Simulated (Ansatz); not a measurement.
# Does disorder add resistance in series? Pt(111) layers displaced at 180 K

Two lengths of the disordered region are known. What area resistance does the third give?

Set-up. Ansatz 0.2.0, plane waves with PAW datasets at their recommended cutoffs (420 eV for most), Fermi-Dirac smearing; ballistic transmission by layer matching. The area resistance is RA = A (h/2e²)(1/T − 1/N), with T the zone-mean transmission per spin and N the lead's channels, both averaged over a few energies near the Fermi level; for magnets each spin is taken apart, with h/e², and the two conduct in parallel. Lateral cell 2x2, PBE, a fresh random draw for each length. Atoms are displaced independently, by 0.0494 Å r.m.s. per direction; each RA is scaled by the nominal over the drawn mean square displacement.

Results; the value marked ? is to be predicted:

| length (Å) | channels N | RA (fΩ m²) |
| --- | --- | --- |
| 9.06 | 6.753 | 0.0732 |
| 18.1 | 6.753 | 0.124 |
| 27.2 | 6.713 | ? |

**Estimate by hand.**

Ohm's law makes RA linear in the length: the slope is (0.124 − 0.0732)/(18.1 − 9.06) = 5.58×10⁻³ fΩ m² per Å, or 5.6 µΩ cm. Then 0.124 + 5.58×10⁻³ × 9.06. Predicted: 0.174 fΩ m².

**The withheld run.**

0.190 fΩ m², so the prediction is 8.3 % too low. The three lengths together give 6.5 µΩ cm. The two increments are 0.051 and 0.066 fΩ m², roughly as Ohm's law has it, though with one draw for each length that is a weak test.

**Limits.** The scatterers repeat sideways with the small cell. The slope is a raw one; a model of isotropic scattering puts it 1.09 times the bulk value over these lengths. Spin-orbit coupling is left out, which matters for Pt.
